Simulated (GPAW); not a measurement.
# Mn K ELNES/XANES of MnPbO3 (Pm-3m) from DFT

What does one-electron theory with a core hole give for the Mn K edge of MnPbO3 (Pm-3m)?

Main program and level: GPAW 26.7.0; X-ray absorption from dipole matrix elements to empty bands, plane-wave PAW LDA, without spin-orbit coupling.

Most raw output is cut from this account.

### Step 1. The structure

Symmetry: Pm-3m, No. 221, cubic system. The conventional cell has a = 3.915 Å, b = 3.915 Å, c = 3.915 Å, α = 90.00°, β = 90.00°, γ = 90.00°. Pb has 12 O at 2.77 Å nearest. Mn has 6 O at 1.96 Å nearest. Nearest to O lie 2 Mn at 1.96 Å and 4 Pb at 2.77 Å. Farther neighbours and most contacts between anions are not listed.

As a file:

```cif
data_structure
_symmetry_space_group_name_H-M 'Pm-3m'
_symmetry_Int_Tables_number 221
_cell_length_a 3.9146
_cell_length_b 3.9146
_cell_length_c 3.9146
_cell_angle_alpha 90.000
_cell_angle_beta 90.000
_cell_angle_gamma 90.000
_cell_volume 59.99
loop_
_atom_site_label
_atom_site_type_symbol
_atom_site_symmetry_multiplicity
_atom_site_Wyckoff_symbol
_atom_site_fract_x
_atom_site_fract_y
_atom_site_fract_z
_atom_site_occupancy
Pb1 Pb 1 a 0.00000 0.00000 0.00000 1
Mn1 Mn 1 b 0.50000 0.50000 0.50000 1
O1 O 3 c 0.50000 0.50000 0.00000 1
```

### Step 2. Ground state of the crystal

A plain self-consistent run shows whether there is a gap and which moments survive; both decide the set-up of the core-hole run.

File scf.py:

```python
import numpy as np
from ase import Atoms
from ase.parallel import parprint, paropen
from gpaw import GPAW, PW, FermiDirac, Mixer, MixerDif, setup_paths
from gpaw.test import gen
setup_paths.insert(0, '.')
gen('Mn', name='nch1s', xcname='LDA', corehole=(1, 0, 0), write_xml=True)
from gpaw.mpi import world
world.barrier()

atoms = Atoms('Pb2Mn2O6',
    cell=[[3.914633, 3.914633, 0],
     [0, 3.914633, 3.914633],
     [3.914633, 0, 3.914633]],
    scaled_positions=[[0, 0, 0],
     [0.5, 0.5, 0.5],
     [0.25, 0.25, 0.25],
     [0.75, 0.75, 0.75],
     [0.5, 0, 0],
     [0, 0.5, 0.5],
     [0, 0, 0.5],
     [0.5, 0.5, 0],
     [0, 0.5, 0],
     [0.5, 0, 0.5]],
    magmoms=[0.0, 0.0, 4.0, -4.0, 0.0, 0.0, 0.0, 0.0, 0.0, 0.0],
    pbc=True)
atoms.calc = calc = GPAW(legacy_gpaw=True, mode=PW(500), xc='LDA', setups={2: 'nch1s'},
    kpts={'size': (6, 6, 6), 'gamma': True}, occupations=FermiDirac(0.05),
    charge=0, mixer=MixerDif(0.05, 8, 50), maxiter=150,
    convergence={'density': 0.0001}, txt='scf.txt')
energy = atoms.get_potential_energy() + calc.get_reference_energy()
ef = calc.get_fermi_level()
out = dict(energy=energy, fermi=ef, forces=atoms.get_forces().tolist(), magmoms=atoms.get_magnetic_moments().tolist())
parprint(f'all-electron energy {energy:.4f} eV, Fermi level {ef:.4f} eV')
ev = np.array([[calc.get_eigenvalues(k, s) for k in range(len(calc.get_ibz_k_points()))] for s in range(calc.get_number_of_spins())])
out['homo'], out['lumo'], out['counts'] = ev[ev < ef].max(), ev[ev > ef].min(), sorted(set((ev < ef).sum((0, 2)).tolist()))
out['filled'] = (ev[:, 0] < ef).sum(1).tolist()
import json
with paropen('out.json', 'w') as f:
    json.dump(out, f)
```

On the command line:

```bash
> OMP_NUM_THREADS=1 mpirun -n 4 gpaw python scf.py
```

Run time: 2 min. Hardware: 4 MPI ranks of Arm Neoverse V1, shared host; peak memory 0.41 GiB; 8 min of CPU time.

The mesh shows a gap of only 0.10 eV, so the system is treated as a metal and the core electron is put at the Fermi level (neutral cell).

Site moments (μB): 0.00, 0.00, 2.46, -2.46, 0.00, 0.00, 0.00, 0.00, 0.00, 0.00.

### Step 3. Reference energy of the cell

The photon energy needs a difference of total energies, so the cell and mesh of the coming hole run are first run without a hole.

scf.py, as its differences from that of step 2:

```diff
@@ -27,3 +27,3 @@
 atoms.calc = calc = GPAW(legacy_gpaw=True, mode=PW(500), xc='LDA', setups={2: 'nch1s'},
-    kpts={'size': (6, 6, 6), 'gamma': True}, occupations=FermiDirac(0.05),
+    kpts={'size': (6, 6, 6), 'gamma': True}, occupations=FermiDirac(0.1),
     charge=0, mixer=MixerDif(0.05, 8, 50), maxiter=150,
```

Run time: 2.2 min. Hardware: 4 MPI ranks; peak memory 0.41 GiB; 8.9 min of CPU time.

Reference energy: -1209097.521 eV with the cores included.

### Step 4. Spectrum with XCH, Mn atom 3

The holes are 5.5 Å apart. In GPAW the data set carries the hole's charge, so charge=0 means a charged cell and charge=-1 a neutral one. The excited electron is kept in the cell, where it fills the lowest empty states and screens the hole. After the field has converged, empty bands are computed with the density fixed and the dipole matrix elements are summed.

The absorber has 6 O at 1.96 Å (octahedral, site symmetry m-3m).

File xas.py:

```python
import numpy as np
from ase import Atoms
from ase.parallel import parprint, paropen
from gpaw import GPAW, PW, FermiDirac, Mixer, MixerDif, setup_paths
from gpaw.test import gen
setup_paths.insert(0, '.')
gen('Mn', name='fch1s', xcname='LDA', corehole=(1, 0, 1), write_xml=True)
from gpaw.mpi import world
world.barrier()

atoms = Atoms('Pb2Mn2O6',
    cell=[[3.914633, 3.914633, 0],
     [0, 3.914633, 3.914633],
     [3.914633, 0, 3.914633]],
    scaled_positions=[[0, 0, 0],
     [0.5, 0.5, 0.5],
     [0.25, 0.25, 0.25],
     [0.75, 0.75, 0.75],
     [0.5, 0, 0],
     [0, 0.5, 0.5],
     [0, 0, 0.5],
     [0.5, 0.5, 0],
     [0, 0.5, 0],
     [0.5, 0, 0.5]],
    magmoms=[0.0, 0.0, 4.0, -4.0, 0.0, 0.0, 0.0, 0.0, 0.0, 0.0],
    pbc=True)
atoms.calc = calc = GPAW(legacy_gpaw=True, mode=PW(500), xc='LDA', setups={2: 'fch1s'},
    kpts={'size': (6, 6, 6), 'gamma': True}, occupations=FermiDirac(0.1),
    charge=-1, mixer=MixerDif(0.05, 8, 50), maxiter=150,
    convergence={'density': 0.0001}, txt='scf.txt')
energy = atoms.get_potential_energy() + calc.get_reference_energy()
ef = calc.get_fermi_level()
out = dict(energy=energy, fermi=ef, forces=atoms.get_forces().tolist(), magmoms=atoms.get_magnetic_moments().tolist())
parprint(f'all-electron energy {energy:.4f} eV, Fermi level {ef:.4f} eV')
ev = np.array([[calc.get_eigenvalues(k, s) for k in range(len(calc.get_ibz_k_points()))] for s in range(calc.get_number_of_spins())])
out['homo'], out['lumo'], out['counts'] = ev[ev < ef].max(), ev[ev > ef].min(), sorted(set((ev < ef).sum((0, 2)).tolist()))
out['filled'] = (ev[:, 0] < ef).sum(1).tolist()

from ase.units import Ha
from gpaw.xas import dipole_matrix_elements
nb = int(calc.get_number_of_electrons() / 2) + 84
top, nb = nb, nb + 8 + nb // 12
nscf = calc.fixed_density(kpts={'size': (6, 6, 6), 'gamma': True}, nbands=nb,
    convergence={'bands': top, 'eigenstates': 1e-5}, maxiter=60, txt='nscf.txt')
cell = atoms.cell.array
ops = [cell.T @ U.T @ np.linalg.inv(cell.T) for U in nscf.wfs.kd.symmetry.op_scc]
E = np.arange(-6, 34, 0.1)
fwhm = np.interp(E, [4, 25], [1.16, 3.5])
Y, X, zero, highest = 0, 0, 1e9, 1e9
for spin in range(nscf.get_number_of_spins()):
    wfs = nscf.wfs
    A = dipole_matrix_elements(wfs.setups[2])
    eps = np.zeros((wfs.kd.nibzkpts, nb))
    d = np.zeros((3, A.shape[1], wfs.kd.nibzkpts, nb), complex)
    for kpt in wfs.kpt_u:
        if kpt.s == spin and 2 in kpt.P_ani:
            eps[kpt.k] = kpt.eps_n * Ha
            d[:, :, kpt.k] = (kpt.weight * wfs.nspins / 2) ** 0.5 * np.inner(A, kpt.P_ani[2])
    world.sum(eps)
    world.sum(d)
    T = np.einsum('amkn,bmkn->abkn', d, d.conj()).real
    T = sum(np.einsum('ai,ijkn,bj->abkn', R, T, R) for R in ops) / len(ops)
    empty = eps > ef
    zero, highest = min(zero, eps[empty].min()), min(highest, eps[:, top - 1].min())
    lines = [(eps, T, empty)] if spin == 0 else lines + [(eps, T, empty)]
for eps, T, empty in lines:
    f = np.einsum('aakn->akn', T).reshape(3, -1)
    x = eps.ravel() - zero
    w = np.interp(x, E, fwhm) / 2.35482
    g = np.exp(-0.5 * ((E[:, None] - x) / w) ** 2) / (w * (2 * np.pi) ** 0.5)
    Y = Y + (f * empty.ravel()) @ g.T
    X = X + (f * ~empty.ravel()) @ g.T
out.update(E=E.round(2).tolist(), xas=Y.tolist(), xes=X.tolist(), zero=zero, valid=highest - zero, nk=len(eps), nb=nb)
for i in range(0, len(E), 10):
    parprint(f'{E[i]:7.2f}', *(f'{v:10.3e}' for v in Y[:, i]))
import json
with paropen('out.json', 'w') as f:
    json.dump(out, f)
```

On the command line:

```bash
> OMP_NUM_THREADS=1 mpirun -n 4 gpaw python xas.py
```

It took 6.5 min on 4 MPI ranks; peak memory 0.57 GiB.

The Mn K spectrum, Mn atom 3, excited-electron core hole (neutral cell) (energy from the lowest empty level; intensity scaled to a mean of 1 over the first 20 eV):

```
E (eV)  intensity
 -2.00       0.00
 -1.25       0.00
 -0.50       0.02
  0.25       0.13
  1.00       0.23
  1.75       0.19
  2.50       0.25
  3.25       0.29
  4.00       0.09
  4.75       0.01
  5.50       0.01
  6.25       0.00
  7.00       0.00
  7.75       0.00
  8.50       0.01
  9.25       0.06
 10.00       0.29
 10.75       0.83
 11.50       1.58
 12.25       2.20
 13.00       2.56
 13.75       2.60
 14.50       2.16
 15.25       1.51
 16.00       1.20
 16.75       1.42
 17.50       1.92
 18.25       2.38
 19.00       2.63
 19.75       2.63
 20.50       2.39
 21.25       2.02
 22.00       1.63
 22.75       1.32
 23.50       1.15
 24.25       1.15
 25.00       1.29
 25.75       1.52
 26.50       1.74
 27.25       1.85
 28.00       1.79
 28.75       1.59
 29.50       1.35
 30.25       1.14
 31.00       1.02
 31.75       0.96
```

Main maxima below 30 eV (height): 1.2 eV (0.23), 3.0 eV (0.32), 13.4 eV (2.63), 19.4 eV (2.66) and 27.4 eV (1.85). A K edge sees empty p states. The first eV above the zero hold little dipole weight, as the lowest empty bands are of d character; the main edge, of 4p character, rises through 0.6 near 10 eV above the zero.

The total-energy difference is 6519.71 eV. The tabulated edge of the element is 6539 eV. The functional leaves an error in such absolute values: in the free atom LDA prices this hole 15.4 eV below PBE (computed apart), and PBE is itself good to a few eV.

### Step 5. Summary of results

| Quantity | Value |
| --- | --- |
| absorber and edge | Mn K, atom 3 of the ground-state input (counted from 1) |
| surroundings | 6 O at 1.96 Å (octahedral, site symmetry m-3m) |
| highest intensity below 24 eV | 19.4 eV above the zero, height 2.66 |
| photon energy of the zero (spin-polarised hole, raw) | 6519.7 eV (LDA puts this hole about 15 eV below PBE, itself good to a few eV) |

The Mn K edge of atom 3, with 6 O at 1.96 Å (octahedral, site symmetry m-3m), has its highest intensity of the first 24 eV at 19.4 eV above the zero, near 6539 eV in photon energy (LDA puts this hole about 15 eV below PBE, itself good to a few eV), 2.7 times the mean level of the first 20 eV (Gaussian full width 1.16 eV up to 4 eV, rising linearly to 3.5 eV at 25 eV). The strongest dipole feature below the main edge lies at 3.0 eV (height 0.32); the site has an inversion centre, so it comes from p states mixed with the neighbours' empty states, not from local p–d mixing. 1 further run of this session is left out of this account as redundant. The hole lies in one spin channel, while the script sums the empty states of both and takes the lower zero; where the two channels are split, this blurs and shifts the curve. The unit cell's mesh shows no gap over 0.35 eV. That is right for a metallic compound; for a small-gap or correlated insulator it would be the fault of the functional or of the assumed magnetic order, and the hole would be screened too well. Quadrupole 1s→3d transitions, which feed the pre-edge, are not in the dipole spectrum. The spins start antiferromagnetically in a simple order, which needn't be the measured one; gap and edge can depend on it. The holes are only 5.5 Å apart, so the shape is probably not converged with cell size; no larger cell was run here. Lifetime broadening is put in by hand, and intensities beyond about 20 eV depend on it and on the partial waves. The structure is a computed Materials Project entry and may be a hypothetical form.

[Logs are printed without paths, hosts, clocks, repeated set-up lines and the standing remarks that a program may print on its own settings, such as how far it seeks lower states.]

[Hosts, paths, dates, database ids (printed as entryN), source tags and the programs' standing remarks are cut or masked in the printed files.]

[Lists of maxima count a maximum above −3 eV only where it reaches 4 % of the highest in the window and stands out from its surroundings by 2 % of it (1.5 % where it reaches 55 %); shoulders and weaker maxima are passed over, and of the rest the first, up to two pre-edge ones and the few strongest are named.]
